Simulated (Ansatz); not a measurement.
## A hypothetical structure for ZrZn3Fe2

Starting from a made-up structure for ZrZn3Fe2, the aim is the relaxed cell, its shortest contacts and, where a second run follows, its electronic structure.

Calculated with Ansatz 0.2.0; DFT, PBEsol, plane-wave PAW, files of the set soft_1, scalar-relativistic, ferromagnetic start, cell and ions relaxed at zero pressure; PAW set soft_1.

### 1. The starting structure

Symmetry: P6/mmm, No. 191, hexagonal system. The conventional cell has a = 4.932 Å, b = 4.932 Å, c = 3.960 Å, α = 90.00°, β = 90.00°, γ = 120.00°. Nearest to Zr lie 6 Fe at 2.85 Å and 12 Zn at 3.16 Å. Zn has 4 Fe at 2.44 Å and 4 Zn at 2.47 Å and 4 Zr at 3.16 Å nearest. Nearest to Fe lie 6 Zn at 2.44 Å and 3 Fe at 2.85 Å and 3 Zr at 2.85 Å. Farther neighbours are not listed.

### 2. Relaxation of the guess

The guessed cell has no reason to be at equilibrium. It is relaxed with the atoms, within the space group of the guess.

The input, input.yaml:

```yaml
crystal:
  lattice:
    - [4.932, 0.0, 0.0]
    - [-2.466, 4.271237291, 0.0]
    - [0.0, 0.0, 3.96]
  atoms:
    - { symbol: Zr, position: [0.0, 0.0, 0.0] }
    - { symbol: Zn, position: [0.0, 0.5, 0.5] }
    - { symbol: Zn, position: [0.5, 0.5, 0.5] }
    - { symbol: Zn, position: [0.5, 0.0, 0.5] }
    - { symbol: Fe, position: [0.666666667, 0.333333333, 0.0], spin: 3.0 }
    - { symbol: Fe, position: [0.333333333, 0.666666667, 0.0], spin: 3.0 }
magnetization:
  spin_polarized: true
kpoints:
  mp_grid: { grid: [6, 6, 7] }
scf:
  occupations: { method: fermi_dirac, width: 0.05 }
hamiltonian:
  xc: pbesol
  pseudopotentials: { kind: paw, azcp: { folder: soft_1 }, xc_functional: pbe }
relax:
  f_tol: 0.015
  max_steps: 70
  cell: {}
output:
  forces: true
  stress: true
```

Started as:

```console
> ansatz run input.yaml --threads 4 --pin off --max-ram 10240MiB --backend cpu --events-out ev --progress --plain --runs-dir out
```

Numbers of over 12 decimals in the logs are rounded to 6 here.

Log:

```text
Engine: ansatz 0.2.0, aarch64-unknown-linux-gnu
Pseudopotentials: kind: paw
Pseudopotential: Zr, paw, valence charge 12, recommended cutoff 420 eV (normal), soft_1/Zr.paw.azcp
Pseudopotential: Zn, paw, valence charge 12, recommended cutoff 420 eV (normal), soft_1/Zn.paw.azcp
Pseudopotential: Fe, paw, valence charge 16, recommended cutoff 420 eV (normal), soft_1/Fe.paw.azcp
Functional definition: PBEsol
  exchange = pbesol_x
  correlation = pbesol_c
Crystal: 6 atoms, lattice volume = 83.420 Å³
Basis set: ecut = 420 eV, 1675 PW (Γ), exchange–correlation on 72×72×54 points (8 copies of the dense FFT grid, shifted against one another)
Bands: 52, of which v1, the nominal top of the filled ones, is band 40 counted from 1 (39 counted from 0)
Symmetry: 24 space group operations
Space group: P6/mmm (ITA 191), of the structure as read, at distance tolerance 4.4e-5 Å
Magnetic group: BNS 191.233 (UNI 1463), of the structure as read, at distance tolerance 4.4e-5 Å
k-points: 28 of 252
Non-local potential: Zr, projectors of the file, l = 0: 3, l = 1: 2, l = 2: 2, l = 3: 1
Non-local potential: Zn, projectors of the file, l = 0: 2, l = 1: 2, l = 2: 3, l = 3: 1
Non-local potential: Fe, projectors of the file, l = 0: 3, l = 1: 2, l = 2: 3, l = 3: 1
PAW form: soft (Blöchl's): semilocal exchange-correlation on the pseudo side does not see the compensation charge
PAW frozen core: Zr, regenerated for the run's functional, and the local potential with it (the file was generated under x = pbe(κ = 0.804, μ = 0.219515), c = pbe(β = 0.066725))
PAW frozen core: Zn, regenerated for the run's functional, and the local potential with it (the file was generated under x = pbe(κ = 0.804, μ = 0.219515), c = pbe(β = 0.066725))
PAW frozen core: Fe, regenerated for the run's functional, and the local potential with it (the file was generated under x = pbe(κ = 0.804, μ = 0.219515), c = pbe(β = 0.066725))
PAW one-centre angular grid: Zr, 590 points (default); XC on 64 Gauss nodes
PAW one-centre angular grid: Zn, 590 points (default); XC on 64 Gauss nodes
PAW one-centre angular grid: Fe, 590 points (default); XC on 64 Gauss nodes
Initial density: superposition of atomic densities (chi_scale 0.1, normalization cell)
Starting moments: Σ|m| = 6 μB on 2 of 6 sites
Initial wavefunctions: pseudopotential atomic-orbital guess
Functional: x = pbesol(κ = 0.804, μ = 0.123457), c = pbesol(β = 0.046)
SCF iter   1: F=—  HF=-22869.738510 eV  |F-HF|=—  |Δ(HF+E_count)|=         —  Δρ=5.46e-2 (↑5.26e-2 ↓5.46e-2)  dr2=7.63e0  dr2_m=1.48e-1  M=4.787 μB ∫|m|=5.693 μB  β_m=0.30  ethr=3.10e-3  ⟨swp⟩=6.6  Hψ=12035  notcnv=0  defer=11
Mixer restart at iter 1: flushing history
preconditioner: auto → Kerker (q_TF=auto, 2.709 Å⁻¹)  [metal: Δε(μ)=0.026 eV  Ē_g=10.231 eV  σ=0.050 eV  W_gap=0.13  n_scr=26 (ndim 8)  ℏωp=32.0 eV  f_vac=0.000  D(μ)=5.81/eV (n_scr^D=70)]
spin=Collinear: Kerker preconditioning applied to the charge; magnetization (m = ρ↑ − ρ↓) channel mixes plain (no charge-response kernel on spin).
SCF iter   2: F=—  HF=-22868.554859 eV  |F-HF|=—  |Δ(HF+E_count)|=    1.18e0  Δρ=2.66e-2 (↑2.14e-2 ↓2.66e-2)  dr2=2.60e0  dr2_m=1.31e-1  M=4.586 μB ∫|m|=5.546 μB  β_m=0.37  ethr=3.10e-3  ⟨swp⟩=2.0  Hψ=5368  notcnv=0  defer=190
SCF iter   3: F=—  HF=-22869.052776 eV  |F-HF|=—  |Δ(HF+E_count)|=   4.98e-1  Δρ=2.35e-2 (↑1.53e-2 ↓2.35e-2)  dr2=1.72e0  dr2_m=1.45e-1  M=4.318 μB ∫|m|=5.333 μB  β_m=0.42  ethr=3.10e-3  ⟨swp⟩=2.0  Hψ=3756  notcnv=0  defer=191
SCF iter   4: F=—  HF=-22869.487259 eV  |F-HF|=—  |Δ(HF+E_count)|=   4.34e-1  Δρ=1.59e-2 (↑1.59e-2 ↓1.39e-2)  dr2=3.72e-1  dr2_m=9.29e-2  M=3.894 μB ∫|m|=4.906 μB  β_m=0.68  ethr=2.16e-3  ⟨swp⟩=3.0  Hψ=5141  notcnv=0  defer=191
SCF iter   5: F=—  HF=-22869.490079 eV  |F-HF|=—  |Δ(HF+E_count)|=   2.82e-3  Δρ=1.11e-2 (↑4.05e-3 ↓1.11e-2)  dr2=2.05e-1  dr2_m=1.15e-2  M=3.640 μB ∫|m|=4.609 μB  β_m=0.60  ethr=4.65e-4  ⟨swp⟩=2.9  Hψ=6205  notcnv=0  defer=200
SCF iter   6: F=—  HF=-22869.440315 eV  |F-HF|=—  |Δ(HF+E_count)|=         —  Δρ=1.40e-2 (↑1.40e-2 ↓3.98e-3)  dr2=9.78e-2  dr2_m=5.52e-2  M=3.325 μB ∫|m|=4.278 μB  β_m=0.60  ethr=2.56e-4  ⟨swp⟩=3.0  Hψ=5936  notcnv=0  defer=200
Mixer restart at iter 6: flushing history
SCF iter   7: F=—  HF=-22869.455436 eV  |F-HF|=—  |Δ(HF+E_count)|=   1.51e-2  Δρ=4.64e-3 (↑2.34e-3 ↓4.64e-3)  dr2=5.85e-3  dr2_m=7.39e-3  M=3.324 μB ∫|m|=4.270 μB  β_m=0.64  ethr=1.22e-4  ⟨swp⟩=2.6  Hψ=5386  notcnv=0  defer=196
SCF iter   8: F=—  HF=-22869.450994 eV  |F-HF|=—  |Δ(HF+E_count)|=   4.44e-3  Δρ=5.69e-3 (↑5.69e-3 ↓1.09e-3)  dr2=2.95e-2  dr2_m=5.38e-3  M=3.281 μB ∫|m|=4.231 μB  β_m=0.64  ethr=7.32e-6  ⟨swp⟩=2.4  Hψ=5713  notcnv=0  defer=193
SCF iter   9: F=—  HF=-22869.447540 eV  |F-HF|=—  |Δ(HF+E_count)|=   3.45e-3  Δρ=1.14e-3 (↑5.04e-4 ↓1.14e-3)  dr2=1.14e-3  dr2_m=2.09e-4  M=3.254 μB ∫|m|=4.209 μB  β_m=0.82  ethr=7.32e-6  ⟨swp⟩=2.1  Hψ=5686  notcnv=0  defer=196
SCF iter  10: F=—  HF=-22869.448351 eV  |F-HF|=—  |Δ(HF+E_count)|=   8.11e-4  Δρ=1.24e-3 (↑4.87e-4 ↓1.24e-3)  dr2=2.30e-3  dr2_m=1.75e-4  M=3.225 μB ∫|m|=4.188 μB  β_m=0.91  ethr=1.42e-6  ⟨swp⟩=2.0  Hψ=3844  notcnv=0  defer=196
SCF iter  11: F=—  HF=-22869.448629 eV  |F-HF|=—  |Δ(HF+E_count)|=   2.78e-4  Δρ=6.33e-4 (↑6.01e-4 ↓6.33e-4)  dr2=8.53e-4  dr2_m=3.91e-6  M=3.205 μB ∫|m|=4.178 μB  β_m=0.66  ethr=1.42e-6  ⟨swp⟩=2.0  Hψ=4489  notcnv=0  defer=196
SCF iter  12: F=—  HF=-22869.448363 eV  |F-HF|=—  |Δ(HF+E_count)|=   2.65e-4  Δρ=9.96e-5 (↑8.72e-5 ↓9.96e-5)  dr2=9.76e-6  dr2_m=5.34e-6  M=3.209 μB ∫|m|=4.182 μB  β_m=0.83  ethr=1.07e-6  ⟨swp⟩=2.0  Hψ=4367  notcnv=0  defer=196
SCF iter  13: F=—  HF=-22869.448369 eV  |F-HF|=—  |Δ(HF+E_count)|=   5.87e-6  Δρ=5.30e-5 (↑4.92e-5 ↓5.30e-5)  dr2=2.55e-6  dr2_m=1.62e-6  M=3.206 μB ∫|m|=4.183 μB  β_m=0.92  ethr=1.22e-8  ⟨swp⟩=2.0  Hψ=4643  notcnv=0  defer=196
SCF iter  14: F=—  HF=-22869.448376 eV  |F-HF|=—  |Δ(HF+E_count)|=   6.93e-6  Δρ=1.87e-5 (↑1.64e-5 ↓1.87e-5)  dr2=1.53e-7  dr2_m=1.76e-7  M=3.202 μB ∫|m|=4.183 μB  β_m=0.96  ethr=3.19e-9  ⟨swp⟩=2.1  Hψ=4749  notcnv=0  defer=196
SCF iter  15: F=-22869.448377 eV  HF=-22869.448377 eV  |F-HF|=1.84e-8  |Δ(HF+E_count)|=   7.73e-7  Δρ=6.15e-6 (↑6.15e-6 ↓6.15e-6)  dr2=5.73e-8  dr2_m=1.35e-8  M=3.201 μB ∫|m|=4.184 μB  ethr=1.25e-10  ⟨swp⟩=2.6  Hψ=10347  notcnv=0
SCF 1 converged in 15 iterations: F = -22869.448377 eV  dr2 = 5.73e-8
  greatest PAW one-centre occupation: 1.001 electrons in one spin orbital (limit 2), on the Fe atom at site 5 (counted from 0), in its partial waves of l = 1
[...]
SCF 3 converged in 11 iterations: F = -22869.595112 eV  dr2 = 2.57e-9
relax step   3: F+E_penalty+E_count = -22869.59511239 eV  Δ(F+E_penalty+E_count) = -5.922e-2 eV  max|allowed force component| = 1.388e-17 eV/Å  Δτ_max = 0.0000 Å  P = -0.247 GPa  Ω = 85.275 Å³  energy of the carried Pulay correction = -1.207e-3 eV  (11 SCF iters, dr2 threshold 6.00e-7 eV, accepted)
[...]
relax step   4: F+E_penalty+E_count = -22869.59723083 eV  Δ(F+E_penalty+E_count) = -2.118e-3 eV  max|allowed force component| = 2.236e-17 eV/Å  Δτ_max = 0.0000 Å  P = -0.130 GPa  Ω = 85.183 Å³  energy of the carried Pulay correction = -1.150e-3 eV  (9 SCF iters, dr2 threshold 6.00e-7 eV, accepted)
[...]
relax step   5: F+E_penalty+E_count = -22869.59736619 eV  Δ(F+E_penalty+E_count) = -1.354e-4 eV  max|allowed force component| = 9.252e-18 eV/Å  Δτ_max = 0.0000 Å  P = +0.037 GPa  Ω = 85.082 Å³  energy of the carried Pulay correction = -1.082e-3 eV  (9 SCF iters, dr2 threshold 9.65e-8 eV, accepted)
Basis set: ecut = 420 eV, 1651 PW (Γ), exchange–correlation on 72×72×60 points (8 copies of the dense FFT grid, shifted against one another)
Initial wavefunctions: pseudopotential atomic-orbital guess (no wavefunctions were taken with the density)
iter 1 solved again at ethr=8.61e-8 eV; its pass at ethr=3.10e-3 eV (dr2=6.89e-5 eV) is discarded
SCF iter   1: F=—  HF=-22869.598263 eV  |F-HF|=—  |Δ(HF+E_count)|=         —  Δρ=2.97e-4 (↑2.97e-4 ↓2.64e-4)  dr2=7.69e-6  dr2_m=1.34e-6  M=4.016 μB ∫|m|=4.723 μB  β_m=0.65  ethr=8.61e-8  ⟨swp⟩=3.7  Hψ=20410  notcnv=0
preconditioner: auto → Kerker (q_TF=auto, 2.489 Å⁻¹)  [metal: Δε(μ)=0.000 eV  Ē_g=10.831 eV  σ=0.050 eV  W_gap=0.00  n_scr=20 (ndim 8)  ℏωp=31.7 eV  f_vac=0.000  D(μ)=5.60/eV (n_scr^D=70)]
spin=Collinear: Kerker preconditioning applied to the charge; magnetization (m = ρ↑ − ρ↓) channel mixes plain (no charge-response kernel on spin).
SCF iter   2: F=—  HF=-22869.598317 eV  |F-HF|=—  |Δ(HF+E_count)|=   5.40e-5  Δρ=1.09e-4 (↑1.09e-4 ↓9.70e-5)  dr2=1.54e-6  dr2_m=1.66e-7  M=4.016 μB ∫|m|=4.723 μB  β_m=0.65  ethr=9.61e-9  ⟨swp⟩=1.8  Hψ=4015  notcnv=0
SCF iter   3: F=—  HF=-22869.598325 eV  |F-HF|=—  |Δ(HF+E_count)|=   8.37e-6  Δρ=1.81e-5 (↑1.81e-5 ↓1.68e-5)  dr2=3.01e-7  dr2_m=2.98e-8  M=4.016 μB ∫|m|=4.724 μB  β_m=0.52  ethr=1.92e-9  ⟨swp⟩=2.0  Hψ=4476  notcnv=0
SCF iter   4: F=—  HF=-22869.598325 eV  |F-HF|=—  |Δ(HF+E_count)|=   1.38e-7  Δρ=5.45e-6 (↑2.73e-6 ↓5.45e-6)  dr2=1.94e-8  dr2_m=6.68e-9  M=4.016 μB ∫|m|=4.724 μB  β_m=0.76  ethr=3.76e-10  ⟨swp⟩=2.0  Hψ=4483  notcnv=0
SCF iter   5: F=—  HF=-22869.598325 eV  |F-HF|=—  |Δ(HF+E_count)|=   2.50e-8  Δρ=2.73e-6 (↑1.85e-6 ↓2.73e-6)  dr2=8.26e-9  dr2_m=1.80e-9  M=4.016 μB ∫|m|=4.724 μB  β_m=0.88  ethr=2.43e-11  ⟨swp⟩=2.0  Hψ=4818  notcnv=0
SCF iter   6: F=—  HF=-22869.598325 eV  |F-HF|=—  |Δ(HF+E_count)|=   3.11e-9  Δρ=2.95e-6 (↑2.95e-6 ↓8.86e-7)  dr2=3.62e-9  dr2_m=2.06e-9  M=4.016 μB ∫|m|=4.724 μB  β_m=0.76  ethr=1.03e-11  ⟨swp⟩=2.1  Hψ=5212  notcnv=0
SCF iter   7: F=—  HF=-22869.598332 eV  |F-HF|=—  |Δ(HF+E_count)|=   7.36e-6  Δρ=5.72e-7 (↑4.00e-7 ↓5.72e-7)  dr2=6.11e-10  dr2_m=6.67e-11  M=4.016 μB ∫|m|=4.724 μB  β_m=0.83  ethr=4.52e-12  ⟨swp⟩=2.0  Hψ=5230  notcnv=0
SCF iter   8: F=—  HF=-22869.598332 eV  |F-HF|=—  |Δ(HF+E_count)|=  1.46e-11  Δρ=2.01e-7 (↑1.38e-7 ↓2.01e-7)  dr2=5.83e-11  dr2_m=3.81e-12  M=4.016 μB ∫|m|=4.724 μB  β_m=0.91  ethr=1.00e-12  ⟨swp⟩=2.1  Hψ=4063  notcnv=0
SCF iter   9: F=—  HF=-22869.598332 eV  |F-HF|=—  |Δ(HF+E_count)|=  2.91e-11  Δρ=5.68e-8 (↑4.02e-8 ↓5.68e-8)  dr2=2.35e-12  dr2_m=1.32e-12  M=4.016 μB ∫|m|=4.724 μB  β_m=0.96  ethr=1.00e-12  ⟨swp⟩=1.1  Hψ=2918  notcnv=0
SCF iter  10: F=—  HF=-22869.598332 eV  |F-HF|=—  |Δ(HF+E_count)|=  7.28e-12  Δρ=4.04e-8 (↑2.33e-8 ↓4.04e-8)  dr2=1.83e-12  dr2_m=3.05e-13  M=4.016 μB ∫|m|=4.724 μB  β_m=0.98  ethr=1.00e-12  ⟨swp⟩=1.0  Hψ=2912  notcnv=0
SCF iter  11: F=-22869.598332 eV  HF=-22869.598332 eV  |F-HF|=7.28e-12  |Δ(HF+E_count)|=  7.28e-12  Δρ=1.79e-8 (↑7.01e-9 ↓1.79e-8)  dr2=5.72e-13  dr2_m=2.88e-14  M=4.016 μB ∫|m|=4.724 μB  ethr=1.00e-12  ⟨swp⟩=2.3  Hψ=7876  notcnv=0
SCF 6 converged in 11 iterations: F = -22869.598332 eV  dr2 = 5.72e-13
relax step   6: F+E_penalty+E_count = -22869.59833233 eV  Δ(F+E_penalty+E_count) = -9.661e-4 eV  max|allowed force component| = 1.311e-17 eV/Å  Δτ_max = 0.0000 Å  P = +0.036 GPa  Ω = 85.082 Å³  stress off target by 3.88e-2 GPa  SCF on the basis re-selected at this cell (its energy is not comparable with the rows above)  (11 SCF iters)
basis re-selected at this cell: Δ(F+E_penalty+E_count) = -9.661e-4 eV, ΔP = -0.000 GPa vs the last step (what re-selecting the basis moved, of the pressure what is left beyond the Pulay correction that the steps carried, after the strain that the cell walked since its last selection, with what the two solves' SCF thresholds leave and, on support functions, any second-order correction that the steps lacked; it is no measure of the basis error at this ecutwfc). The dense FFT grid was sized anew with the basis: this SCF ran on 36×36×30 points, the steps before it on 36×36×27, so part of this shift can come from that change (see relax.cell in the input reference). [rest of the remark cut]
SCF converged after 11 iterations
Magnetization: 4.0163 μB (42.0081 up, 37.9919 down)
Absolute magnetization: 4.7383 μB (∫|ρ↑−ρ↓|, with the PAW one-centre terms)
Spin contamination: 0.2804 ħ² per cell (⟨S²⟩ above its minimum at these occupations)
Per-site moments (μB) at R_I (Å): [(-0.077862, 1.154640), (-0.010040, 0.999948), (-0.010040, 0.999948), (-0.010040, 0.999948), (2.067357, 1.037513), (2.067357, 1.037513)]
Free energy (F): -22869.598332 eV
Harris-Foulkes:  -22869.598332 eV  (|F-HF|=7.28e-12)
Internal energy: -22869.551816 eV  (E = F + TS)
E sigma→0 (E₀):  -22869.575074 eV
Entropy (-TS):   -0.046517 eV (-7.753 meV/atom)
Fermi energy:    14.446310 eV
--- Per-component energies (eV) ---
  E_band       = -368.253270
  E_kinetic    = 1429.354370
  E_local      = -11015.184486  (includes V_loc(G=0)·N_el)
  E_nonlocal   = 3105.965664
  E_hartree    = 4363.720356
  E_xc         = -612.060919
  E_vxc        = -626.890025  (∫ρ·V_xc dr)
  E_paw        = -11182.208520  (= ΣΔE_a)
  E_vpaw       = -1988.936757  (= ΣTr[D̂ρ^β])
  E_aug_tail   = -0.002681  (compensation charges beyond the density's cutoff)
  E_ewald      = -8962.051792
  E_core_change = 2.916192  (= ΣΔE_core)
  E_smearing   = -0.046517  (= −TS)
  E_closure    = 0.000000  (closes the sum)
  Σ components = -22869.598332   (vs F -22869.598332, Δ=0.00e0)
--- Forces (eV/Å), atoms counted from 1 ---
  atom   1  Zr    -0.00000000    -0.00000000     0.00000000
  atom   2  Zn    -0.00000000     0.00000000     0.00000000
  atom   3  Zn    -0.00000000     0.00000000     0.00000000
  atom   4  Zn     0.00000000    -0.00000000     0.00000000
  atom   5  Fe    -0.00000000     0.00000000     0.00000000
  atom   6  Fe     0.00000000    -0.00000000     0.00000000
  max |Σ_I F_I| component: 4.63e-18 eV/Å
--- Stress (GPa, compression-positive) ---
        0.035318      -0.000000       0.000000
       -0.000000       0.035318       0.000000
        0.000000       0.000000       0.038807
  P = ⅓ Tr σ = 0.0365 GPa (0.365 kbar)
--- Relaxed structure (5 steps of the walk, 5 accepted, 1 SCFs on fresh bases) ---
  F+E_penalty+E_count = -22869.59833233 eV   max|allowed force component| = 1.311e-17 eV/Å   (the final SCF, on the basis selected at the relaxed cell)
  cell:  # Å, volume = 85.0819 Å³
    - [4.848231, 0.0, 0.0]
    - [-2.424115, 4.198691, 0.0]
    - [0.0, 0.0, 4.179650]
  atoms:
    - { symbol: Zr, position: [0, 0, 0.0] }
    - { symbol: Zn, position: [0.0, 0.5, 0.5] }
    - { symbol: Zn, position: [0.5, 0.5, 0.5] }
    - { symbol: Zn, position: [0.5, 0, 0.5] }
    - { symbol: Fe, position: [0.666667, 0.333333, 0.0] }
    - { symbol: Fe, position: [0.333333, 0.666667, 0.0] }
```

The job ended after 37 s (4 threads of Arm Neoverse V1, shared host; peak memory 0.59 GiB).

Step by step:

```
step  energy less that of the first step (eV)  largest force component (eV/Å)  pressure (GPa)  volume (Å³)
   1                                   0.0000                          0.0000            2.44        83.42
   2                                  -0.0875                          0.0000            1.83        83.85
   3                                  -0.1467                          0.0000           -0.25        85.28
   4                                  -0.1489                          0.0000           -0.13        85.18
   5                                  -0.1490                          0.0000            0.04        85.08
  6*                                  -0.1500                          0.0000            0.04        85.08
```

Relaxation steps marked * repeat the geometry before them on a plane-wave basis chosen anew for their cell, so energy and pressure can jump there.

Forces are held to the 24 operations that the run works with; a distortion that breaks them can't arise in this run.

```
conventional cell, symmetrised  before  after  change
                         a (Å)   4.932  4.848  -1.7 %
                         b (Å)   4.932  4.848  -1.7 %
                         c (Å)   3.960  4.180  +5.5 %
              volume (Å³/atom)   13.90  14.18  +2.0 %
```

The relaxed structure:

```
Zr Zn Fe
1.0
     4.84823    0.00000    0.00000
    -2.42412    4.19869    0.00000
     0.00000    0.00000    4.17965
Zr Zn Fe
1 3 2
Direct
  0.00000 0.00000 0.00000
  0.00000 0.50000 0.50000
  0.50000 0.50000 0.50000
  0.50000 0.00000 0.50000
  0.66667 0.33333 0.00000
  0.33333 0.66667 0.00000
```

This step gave:

```
free energy             : -22869.5983 eV
energy at zero smearing : -22869.5751 eV
smearing term TS        : 0.04652 eV
Fermi energy            : 14.45 eV
magnetization           : 4.016 μB
absolute magnetization  : 4.738 μB
site moments            : -0.07786, -0.01004, -0.01004, -0.01004, 2.067, 2.067 μB
electrons               : 80
symmetry operations     : 24
pressure                : 0.03648 GPa
```

Site moment by atom:

```
atom  site moment (μB)
 Zr1             -0.08
 Zn2             -0.01
 Zn3             -0.01
 Zn4             -0.01
 Fe5              2.07
 Fe6              2.07
```

Shortest distances by pair of elements, guess and relaxed (not always the same contact):

```
 pair  guess (Å)  relaxed (Å)
Zn–Zn      2.466        2.424
Fe–Zn      2.439        2.515
Fe–Zr      2.847        2.799
Fe–Fe      2.847        2.799
Zn–Zr      3.163        3.201
```

The relaxation ends with a pressure of 0.04 GPa.

### 3. Results

| Property | Result |
| --- | --- |
| space group, relaxed | P6/mmm |
| conventional cell | a = 4.848, b = 4.848, c = 4.180 Å; α = 90.0°, β = 90.0°, γ = 120.0° |
| volume per atom | 14.18 Å³ (guess 13.90) |
| total moment | 4.02 μB in the cell of 6 atoms |

In words: ZrZn3Fe2 relaxes to P6/mmm with a = 4.848, b = 4.848 and c = 4.180 Å. The guessed volume was 2 % too small. The space group P6/mmm was held in the relaxation, so the end point is a stationary structure within it and may be a saddle against distortions or other arrangements. The input starts from parallel moments, and no other start was typed. Mesh and cutoff weren't tested. No dispersion term is used, so weakly bound directions may come out too long. Nothing here tests whether the compound is stable against decomposition.

[Logs are printed without paths, hosts, clocks, repeated set-up lines and the standing remarks that a program may print on its own settings, such as how far it seeks lower states.]

[Hosts, paths, dates, database ids (printed as entryN), source tags and the programs' standing remarks are cut or masked in the printed files.]
